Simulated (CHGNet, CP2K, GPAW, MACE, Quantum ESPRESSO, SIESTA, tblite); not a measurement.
**Forces in Σ7 (111) twist boundary in a Al-Pt solid solution (84 atoms), program by program**

One geometry of Σ7 (111) twist boundary in a Al-Pt solid solution (84 atoms) is solved by several programs and methods. How far do their forces lie from a plane-wave PBE run?

Results are calculated, not measured.

### Step 1. The cell

The cell holds 84 atoms (73 Al and 11 Pt), with edges of 7.54, 7.54 and 28.34 Å. Recipe: fcc Al lattice (a = 4.0328 Å, the value set for the mixture); two grains turned against each other by 38.21 deg about [111]; 1 x 1 coincidence cells, 2 lattice periods a grain, two boundaries a cell, upper grain shifted by [0.672, 0.278] of the boundary cell and opened by 0.2 Å, one atom of each pair nearer than 1.854 Å removed; 11 of 84 Al sites given to Pt at random (lattice constant by Vegard's rule between Al and Pt); not relaxed, displaced by a Gaussian of 0.02 Å. Then every atom was moved at random, 0.03 Å r.m.s. a Cartesian component. The density is 4.89 g/cm³.

### Step 2. The reference input

Quantum ESPRESSO 7.5: Kohn-Sham DFT, PBE, SSSP efficiency 1.3.0 pseudopotentials, plane waves. Its input, pw.in:

```
&control
  calculation = 'scf'
  pseudo_dir = './pseudo'
  outdir = './tmp'
  disk_io = 'none'
  tprnfor = .true.
  tstress = .true.
/
&system
  ibrav = 0
  nat = 84
  ntyp = 2
  ecutwfc = 45
  ecutrho = 360
  nosym = .true.
  occupations = 'smearing'
  smearing = 'fd'
  degauss = 0.003675
/
&electrons
  conv_thr = 4.2e-07
  electron_maxstep = 100
  mixing_beta = 0.2
  mixing_mode = 'local-TF'
  diagonalization = 'david'
/
ATOMIC_SPECIES
Al 26.982 Al.upf
Pt 195.084 Pt.upf
CELL_PARAMETERS angstrom
7.54468 0.00000 0.00000
-3.77234 6.53388 0.00000
0.00000 0.00000 28.34006
ATOMIC_POSITIONS crystal
Al 0.86247 0.56840 0.00081
Al 0.72612 0.14921 0.99840
Al 0.90916 0.39068 0.08055
Al 0.95127 0.19360 0.16362
[... 78 atom lines left out ...]
Al 0.76628 0.75542 0.91139
Al 0.91574 0.46574 0.91149
K_POINTS gamma
```

```console
$ OMP_NUM_THREADS=1 mpirun -np 4 pw.x -in pw.in > output.txt
```

Run time: 4.2 min. Hardware: 4 MPI ranks of Arm Neoverse V2, shared host; peak memory 4.3 GiB.

It converged with an r.m.s. force component of 0.45 eV/Å and a pressure of -3.1 GPa.

### Step 3. The other programs

- CHGNet: machine-learned potential, published weights.
- CP2K 2026.2: Gaussian basis with GTH pseudopotentials and a plane-wave density; labels give functional, basis (MOLOPT sets; SR short-range, UZH the newer set with its own potentials), grid cutoff/relative cutoff and solver (OT: orbital transformation; TRS4, TC2, SIGN: linear-scaling purification with its sparsity filter), or its built-in tight binding.
- GPAW 26.7.0: PAW with atomic orbitals (LCAO), plane waves or a real-space grid of spacing h.
- MACE: machine-learned potential, published weights.
- Quantum ESPRESSO 7.5: plane waves; labels (QE) give functional, pseudopotential set and cutoffs of waves/density.
- SIESTA 5.4.2: numerical atomic orbitals, whose automatically made sets are far from complete, with PseudoDojo norm-conserving potentials that we converted to its format (checked against plane waves on the same files for H, C, O, Si, Ge and Ca alone); labels give functional, basis size, energy shift and mesh cutoff.
- tblite 0.8.0: extended tight binding, driven from Python.

All use the same cell and atoms, and the electronic-structure runs the same k-mesh.

### Step 4. Side by side

Differences are against the reference: forces as r.m.s. over components, share as that over the reference's r.m.s. force, slope as the fitted ratio of a run's forces to the reference's.

| run | Δ force, r.m.s. (meV/Å) | share (%) | slope | Δ pressure (GPa) | cores | CPU time | memory (GiB) |
| --- | --- | --- | --- | --- | --- | --- | --- |
| reference | - | - | - | - | 4 | 17 min | 4.3 |
| CHGNet r2SCAN potential | 307 | 68.6 | 0.426 | -4.39 | 1 | 4.2 s | 1.5 |
| CP2K PBE, DZVP-UZH, 600/50 Ry, diagonalisation | 14.7 | 3.28 | 1.012 | -0.115 | 4 | 17 min | 7.2 |
| GPAW PBE, LCAO dzp, h 0.25 Å (coarse) | 18.5 | 4.13 | 1.017 | - | 1 | 11 min | 1.2 |
| GPAW PBE, LCAO sz(dzp), h 0.2 Å (coarse) | 187 | 41.7 | 1.222 | - | 1 | 3.6 min | 1.4 |
| MACE MP-0b2 small potential | 226 | 50.4 | 0.661 | 0.693 | 1 | 5.7 s | 0.67 |
| MACE MP-0b3 medium potential | 215 | 47.9 | 0.679 | 0.0559 | 1 | 7.2 s | 0.99 |
| QE PBE, gbrv-1.5, 40/200 Ry | 3.48 | 0.777 | 0.999 | 0.016 | 4 | 6.3 min | 1.6 |
| SIESTA PBE, DZP, shift 0.01 Ry, mesh 100 Ry (coarse) | 20.5 | 4.57 | 1.004 | -0.118 | 2 | 4 min | 0.8 |
| SIESTA PBE, DZP, shift 0.01 Ry, mesh 300 Ry | 18.3 | 4.09 | 1.004 | -0.173 | 2 | 17 min | 2.1 |
| tblite GFN1-xTB | 591 | 132 | -0.009 | 29.5 | 1 | 13 s | 0.17 |

Rows marked coarse were listed beforehand as settings not expected to be converged; some can still land near the reference.

Times of the machine-learned potentials are mostly Python's start and the loading of weights.

Runs without a result: GPAW PBE, LCAO dzp, h 0.2 Å (cut off at its time limit); GPAW revPBE, LCAO dzp, h 0.2 Å (cut off at its time limit).

At other geometries of this session 2 more runs gave no result.

CPU time is summed over cores on shared hosts, so it is rough.

### Step 5. What came out

Forces lie from 0.78 % (QE PBE, gbrv-1.5, 40/200 Ry) to 132 % (tblite GFN1-xTB) of the reference's r.m.s. force of 0.45 eV/Å away from it. Other PBE runs on plane waves or a grid: QE PBE, gbrv-1.5, 40/200 Ry 0.78 % of the r.m.s. force; the reference has errors of its own, so differences under a few per cent don't tell which side is nearer the exact PBE result. The PBE runs in local orbitals, coarse settings apart, differ by 3.3 % (CP2K PBE, DZVP-UZH, 600/50 Ry, diagonalisation) to 4.1 % (SIESTA PBE, DZP, shift 0.01 Ry, mesh 300 Ry); basis, grid and potentials can all enter. Tight binding differs by 132 % (tblite GFN1-xTB); it is another model, with fitted parameters of its own, and the xTB methods hold dispersion.

Machine-learned potentials differ by 48 % (MACE MP-0b3 medium potential) to 69 % (CHGNet r2SCAN potential); they were trained on other programs' data, some at another functional. The reference samples few k-points for this cell, and its sampling error, which other DFT runs on the same mesh share, can be part of so large a difference. Among those trained on PBE data the slope goes as low as 0.66, with a correlation of 0.87, so directions differ as well as sizes. Runs with settings chosen to be coarse differ by 4.1 % (GPAW PBE, LCAO dzp, h 0.25 Å) to 42 % (GPAW PBE, LCAO sz(dzp), h 0.2 Å), their programs' other errors included. GPAW PBE, LCAO sz(dzp), h 0.2 Å stiffens the forces by a factor of 1.22 while following their directions (correlation 0.961); the slopes of the 2 GPAW runs lie between 1.02 and 1.22. From SIESTA PBE, DZP, shift 0.01 Ry, mesh 100 Ry to the finer SIESTA PBE, DZP, shift 0.01 Ry, mesh 300 Ry the share falls from 4.6 to 4.1 %. Pressures at PBE, coarse settings apart, lie -0.17 to +0.02 GPa from the reference's. A pressure off by over 25 GPa (tblite GFN1-xTB) is no usable stress for this cell.

**Limits.** Periodic xTB results under one method name differ between programs and library versions. The potentials hold different valence shells: 395 electrons in the reference, 417 in CP2K with DZVP-UZH and 417 in SIESTA; this bears on time and differences. The reference's pressure holds the uncorrected Pulay stress of its 45 Ry basis, so small pressure differences may be the reference's own error. The electron count is odd in these runs, and they have no spin polarisation, so the unpaired electron is spread evenly over both spins. Machine-learned potentials mimic data converged in k, so the reference's own k-point error enters their differences. The reference's stress is far from hydrostatic: its diagonal is -5.8, -6.1, 2.7 GPa, compression counted positive. The host structure and its lattice constant were typed by rule, without a check against the phase diagram. The electron count is odd and the run has no spin polarisation, so levels at the top are partly filled by construction. The electronic-structure runs sample only Γ, in a cell whose shortest periodic width is 7 Å, which is coarse for a cell with partly filled levels. Spin–orbit coupling is left out, which matters for the levels of the heavy elements. The reference's pressure of -3.1 GPa reflects the volume that the recipe set, positions that aren't this level's minimum and the coarse k-sampling. Where levels are smeared, the DFT runs use Fermi–Dirac occupations at 580 K (0.05 eV), and energies are free energies. The atoms were displaced at random, and shares hang on the size of the forces that this gives. The reference's cutoffs and mesh weren't converged further here.

[Logs are printed without paths, hosts, clocks, repeated set-up lines and the standing remarks that a program may print on its own settings, such as how far it seeks lower states.]

[Hosts, paths, dates, database ids (printed as entryN), source tags and the programs' standing remarks are cut or masked in the printed files.]

[Cells were taken only where this reference lay near another plane-wave run.]
